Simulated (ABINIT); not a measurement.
# LiHF2 (C2/m): G0W0 with ABINIT, start to end, part 3 of 3

How does a plane-wave GW calculation on LiHF2 (C2/m) run from the first input to the gap?

ABINIT 10.8.3; PBEsol and many-body steps on it, plane waves. Known limits of the many-body steps: not at the basis limit; coarse k mesh.

So far. Step 3 (Bands along the symmetry lines): The gap is 8.408 eV, +0.003 eV from the run before at this level. Step 4 (Empty states on the mesh, 4×4×2 mesh, 26 bands): On this mesh the gap is 8.408 eV.

## 5. Screening, 4×4×2 mesh, 22 bands, screening to 87.1 eV

The RPA dielectric matrix is built and inverted for each q.

This step: RPA screening on PBEsol, plane waves, norm-conserving pseudopotentials.

Input file run.abi:

```
acell 3*1.0 Angstrom
rprim 
  2.547496000000 -1.534899000000 0.000000000000
  2.547496000000 1.534899000000 0.000000000000
  -2.526944000000 -0.000000000000 4.201520000000
ntypat 3
znucl 3 1 9
natom 4
typat 1 2 3 3
xred 
  0.000000000000 0.000000000000 0.000000000000
  0.000000000000 0.000000000000 0.500000000000
  0.209803000000 0.209803000000 0.750702000000
  0.790197000000 0.790197000000 0.249298000000
pp_dirpath "pseudos"
pseudos "Li.upf, H.upf, F.upf"
ecut 36
ngkpt 4 4 2
nshiftk 1
shiftk 0 0 0
kptopt 1
chksymbreak 0
istwfk *1
occopt 1
irdwfk 1
optdriver 3
nband 22
ecuteps 3.2
inclvkb 2
awtr 1
symchi 1
indata_prefix "in"
outdata_prefix "out"
tmpdata_prefix "tmp"
```

The run is started by

```
$ OMP_NUM_THREADS=1 mpirun -n 4 abinit run.abi > log
```

Numbers of over 12 decimals in the logs are rounded to 6 here.

The log of the run:

```text
.Version 10.8.3 of ABINIT. v10.8.2 released Aug 2026.

 Symmetries : space group C2/m (# 12); Bravais mC (1-face-center monocl.)
[... echo of the input left out ...]
== DATASET  1 ==================================================================
-   mpi_nproc: 4, omp_nthreads: 1 (-1 if OMP is not activated)

--- !DatasetInfo
iteration_state: {dtset: 1, }
dimensions: {natom: 4, nkpt: 14, mband: 22, nsppol: 1, nspinor: 1, nspden: 1, mpw: 2327, }
cutoff_energies: {ecut:  36.0, pawecutdg:  -1.0, }
electrons: {nelect:   1.80000000E+01, charge:   0.00000000E+00, occopt:   1.00000000E+00, tsmear:   1.00000000E-02, }

 SCREENING: Calculation of the susceptibility and dielectric matrices

 Based on a program developped by R.W. Godby, V. Olevano, G. Onida, and L. Reining.
 Incorporated in ABINIT by V. Olevano, G.-M. Rignanese, and M. Torrent.
.Using double precision arithmetic ; gwpc =  8

[... cell and pseudopotentials left out ...]
--------------------------------------------------------------------------------

 ==== K-mesh for the wavefunctions ====
 Number of points in the irreducible wedge :    14
[... list of points left out ...]
 Together with  4 symmetry operations and time-reversal symmetry
 yields    32 points in the full Brillouin Zone.

 ==== Q-mesh for the screening function ====
 Number of points in the irreducible wedge :    14
[... list of points left out ...]
 Together with  4 symmetry operations and time-reversal symmetry
 yields    32 points in the full Brillouin Zone.

 setmesh: FFT mesh size selected  =    18x   18x   27
          total number of points  =         8748

 vcoul_init : cutoff-mode = AUXILIARY_FUNCTION
 q-points for optical limit:   1
     1)      0.000010    0.000020    0.000030

- screening: taking advantage of time-reversal symmetry
- Maximum band index for partially occupied states nbvw = 9
- Remaining bands to be divided among processors   nbcw = 13
- Number of bands treated by each node ~3

 Number of electrons calculated from density =   18.0000; Expected =   18.0000
 average of density, n =  0.081179
 r_s =    1.4327
 omega_plasma =   27.4839 [eV]

 calculating chi0 at frequencies [eV] :
  1    0.000000E+00    0.000000E+00
  2    0.000000E+00    2.748392E+01

--------------------------------------------------------------------------------
  q-point number  1        q = ( 0.000000, 0.000000, 0.000000) [r.l.u.]
--------------------------------------------------------------------------------
[... chi0 elements left out ...]
 For q-point:  0.000010 0.000020 0.000030
  dielectric constant =   2.0263
  dielectric constant without local fields =   2.1010

  Average fulfillment of the sum rule on Im[epsilon] for q-point    1 :     21.47  [%]
[... wings left out ...]
  q-point number  2        q = ( 0.250000, 0.000000, 0.000000) [r.l.u.]
--------------------------------------------------------------------------------
[... chi0 elements left out ...]
  Average fulfillment of the sum rule on Im[epsilon] for q-point    2 :     33.20  [%]

 [... 12 further q-points ...]
```

The job ended after 4.5 s (4 MPI ranks of Arm Neoverse V1, shared host; peak memory 0.4 GiB).

Numbers from this step:

```
ε∞ with local fields, on this mesh, along the program's q direction : 2.026
the same without local fields                                       : 2.101
plasma frequency                                                    : 27.48 eV
plane waves in the screening matrix                                 : 63
```

Local fields lower ε∞ by 4 %. On a Γ-centred mesh this coarse the value itself is usually too large, while a short band sum pulls it down.

## 6. Self-energy, 4×4×2 mesh, 22 bands, screening to 87.1 eV

The self-energy is evaluated for the states that the input lists, and the levels follow from it, in one-shot runs by the linearised quasiparticle equation.

This step: G0W0 on PBEsol, plane waves, norm-conserving pseudopotentials.

run.abi, as its differences from that of step 5:

```diff
@@ -25,8 +25,17 @@
 irdwfk 1
-optdriver 3
+optdriver 4
 nband 22
+gwcalctyp 0
+ecutsigx 36
+symsigma 1
+nkptgw 2
+kptgw 
+  0.0000000000 0.0000000000 0.5000000000
+  0.0000000000 0.0000000000 0.0000000000
+bdgw 
+  8 11
+  8 11
 ecuteps 3.2
-inclvkb 2
-awtr 1
-symchi 1
+irdscr 1
+ppmodel 1
 indata_prefix "in"
```

The log of the run:

```text
.Version 10.8.3 of ABINIT. v10.8.2 released Aug 2026.

 Symmetries : space group C2/m (# 12); Bravais mC (1-face-center monocl.)
[... echo of the input left out ...]
== DATASET  1 ==================================================================
-   mpi_nproc: 4, omp_nthreads: 1 (-1 if OMP is not activated)

--- !DatasetInfo
iteration_state: {dtset: 1, }
dimensions: {natom: 4, nkpt: 14, mband: 22, nsppol: 1, nspinor: 1, nspden: 1, mpw: 2327, }
cutoff_energies: {ecut:  36.0, pawecutdg:  -1.0, }
electrons: {nelect:   1.80000000E+01, charge:   0.00000000E+00, occopt:   1.00000000E+00, tsmear:   1.00000000E-02, }

 SIGMA: Calculation of the GW corrections

 Based on a program developped by R.W. Godby, V. Olevano, G. Onida, and L. Reining.
 Incorporated in ABINIT by V. Olevano, G.-M. Rignanese, and M. Torrent.
.Using double precision arithmetic ; gwpc =  8

[... cell and pseudopotentials left out ...]
--------------------------------------------------------------------------------

 ==== K-mesh for the wavefunctions ====
 Number of points in the irreducible wedge :    14
[... list of points left out ...]
 Together with  4 symmetry operations and time-reversal symmetry
 yields    32 points in the full Brillouin Zone.

 ==== Q-mesh for screening function ====
 Number of points in the irreducible wedge :    14
[... list of points left out ...]
 Together with  4 symmetry operations and time-reversal symmetry
 yields    32 points in the full Brillouin Zone.

 vcoul_init : cutoff-mode = AUXILIARY_FUNCTION
 q-points for optical limit:   1
     1)      0.000010    0.000020    0.000030
 setmesh: FFT mesh size selected  =    27x   27x   45
          total number of points  =        32805

 Number of electrons calculated from density =   18.0000; Expected =   18.0000
 average of density, n =  0.081179
 r_s =    1.4327
 omega_plasma =   27.4839 [eV]

 === KS Band Gaps ===
  >>>> For spin  1
   Minimum direct gap =   8.5313 [eV], located at k-point      :   0.0000  0.0000  0.0000
   Fundamental gap    =   8.4081 [eV], Top of valence bands at :   0.0000  0.0000  0.5000
                                       Bottom of conduction at :   0.0000  0.0000  0.0000
 SIGMA fundamental parameters:
 PLASMON POLE MODEL  1
 number of plane-waves for SigmaX                 2327
 number of plane-waves for SigmaC and W             63
 number of plane-waves for wavefunctions          2327
 number of bands                                    22
 number of independent spin polarizations            1
 number of spinorial components                      1
 number of k-points in IBZ                          14
 number of q-points in IBZ                          14
 number of symmetry operations                       4
 number of k-points in BZ                           32
 number of q-points in BZ                           32
 number of frequencies for dSigma/dE                 9
 frequency step for dSigma/dE [eV]                0.25
 number of omega for Sigma on real axis              0
 max omega for Sigma on real axis  [eV]           0.00
 zcut for avoiding poles [eV]                     0.10

 EPSILON^-1 parameters (SCR file):
 dimension of the eps^-1 matrix on file             63
 dimension of the eps^-1 matrix used                63
 number of plane-waves for wavefunctions          2327
 number of bands                                    22
 number of q-points in IBZ                          14
 number of frequencies                               2
 number of real frequencies                          1
 number of imag frequencies                          1

 matrix elements of self-energy operator (all in [eV])

 Perturbative Calculation

--- !SelfEnergy_ee
iteration_state: {dtset: 1, }
kpoint     : [   0.000,    0.000,    0.500, ]
spin       : 1
KS_gap     :    9.591
QP_gap     :   14.394
Delta_QP_KS:    4.803
data: !SigmaeeData |
     Band     E0 <VxcDFT>   SigX SigC(E0)      Z dSigC/dE  Sig(E)    E-E0       E
        8  -2.711 -22.449 -30.373   4.858   0.832  -0.202 -25.000  -2.551  -5.262
        9  -2.601 -22.716 -30.636   4.831   0.833  -0.200 -25.289  -2.573  -5.174
       10   6.990 -10.436  -5.691  -2.266   0.900  -0.112  -8.206   2.229   9.220
       11   9.683 -11.936  -6.668  -2.409   0.893  -0.119  -9.383   2.554  12.236

--- !SelfEnergy_ee
iteration_state: {dtset: 1, }
kpoint     : [   0.000,    0.000,    0.000, ]
spin       : 1
KS_gap     :    8.531
QP_gap     :   12.978
Delta_QP_KS:    4.446
data: !SigmaeeData |
     Band     E0 <VxcDFT>   SigX SigC(E0)      Z dSigC/dE  Sig(E)    E-E0       E
        8  -2.809 -22.503 -30.483   4.833   0.833  -0.201 -25.123  -2.620  -5.429
        9  -2.724 -23.300 -30.563   4.463   0.838  -0.194 -25.646  -2.346  -5.069
       10   5.807 -10.780  -6.129  -2.320   0.901  -0.110  -8.680   2.101   7.908
       11  10.146  -8.563  -3.435  -2.466   0.905  -0.105  -6.153   2.410  12.557

== END DATASET(S) ==============================================================
================================================================================

 -outvars: echo values of variables after computation  --------
           etotal      0.0000000000E+00
            nband          22
             nkpt          14
          spgroup          12
 [... the other variables as echoed above ...]

 Calculation completed.
```

Elapsed: 2.6 s, on 4 MPI ranks; peak memory 0.11 GiB; 10 s of CPU time.

This step gave:

| Item | Value |
| --- | --- |
| G0W0 gap on the points computed | 12.98 eV |
| starting gap on the mesh | 8.408 eV |
| k of the valence top | 0, 0, 0 |
| k of the conduction bottom | 0, 0, 0 |
| Z at the valence top | 0.838 |
| Z at the conduction bottom | 0.901 |
| least direct G0W0 gap on the computed points | 12.98 eV |

The gap on the mesh goes from 8.41 eV to 12.98 eV, a correction of +4.57 eV.

Limits: finite bands, cutoff and mesh; coarse k mesh. v1 is the top filled band, c1 the lowest empty one. Levels before and after the correction, in eV, zero at the valence-band top of each column:

```csv
,conduction bottom,valence top
Kohn-Sham,8.41,0.00
G0W0,12.98,0.00
```

```csv
,level,energy (eV)
Kohn-Sham,Γ v2,-0.209
Kohn-Sham,Γ v1,-0.123
Kohn-Sham,Γ c1,8.408
Kohn-Sham,Γ c2,12.747
G0W0,Γ v2,-0.360
G0W0,Γ v1,0.000
G0W0,Γ c1,12.977
G0W0,Γ c2,17.626
```

## 7. Where the time went

Times are wall times on 4 MPI ranks of Arm Neoverse V1, shared host, good to a factor of about two.

```csv
step,time,share,memory (GiB)
ground state,29 s,59 %,0.33
bands along the symmetry lines,8.9 s,18 %,0.28
empty states on the mesh,4.5 s,9 %,0.25
screening,4.5 s,9 %,0.4
self-energy,2.6 s,5 %,0.11
```

## 8. Summary of results

```yaml
pbesol_gap: 8.40 eV, indirect
g0w0_gap_on_the_mesh: 12.98 eV
gw_settings: 4×4×2 mesh, 22 bands, screening to 87.1 eV, Godby-Needs plasmon pole
known_limits: not at the basis limit; coarse k mesh
```

In words: G0W0 moves the gap on the mesh from 8.41 eV to 12.98 eV (+4.57 eV), with Z of 0.84 and 0.90 at the edges. Local fields lower the RPA ε∞ on this mesh from 2.10 to 2.03; a Γ-centred mesh this coarse tends to raise both, most where the direct gap is narrow, while a short band sum lowers them. Only 2 of the mesh's irreducible points were corrected, so a valley elsewhere could overtake. The dearest step here is «ground state». Bands and cutoff are finite, so the gap is not at the basis limit. The miss can reach some tenths of an eV and take either sign; the mesh is an error of its own. In the G0W0 run levels were corrected at 2 k points alone, so a gap called «on the mesh» is the least over those, and an edge elsewhere would be missed. The 4×4×2 mesh is coarse for this cell, which bears on the long-range parts of exchange and screening.

[Paths, hosts, dates, memory and timing lines, banners, echoed tables and standing remarks are left out of the program output.]

[Logs are printed without paths, hosts, clocks, repeated set-up lines and the standing remarks that a program may print on its own settings, such as how far it seeks lower states.]

[Runs of the session that timed out or met a known fault of the program may be left out.]

[Hosts, paths, dates, database ids (printed as entryN), source tags and the programs' standing remarks are cut or masked in the printed files.]

[G0W0 gaps are taken among the corrected bands and points alone; a level outside them can change the order at an edge.]

[Where Ansatz stands beside ABINIT at settings called matched, ABINIT's density can come from a denser mesh and the files from another edition; pairs whose starting gaps differed by over 0.03 eV were left out, so agreement reads better than it is.]
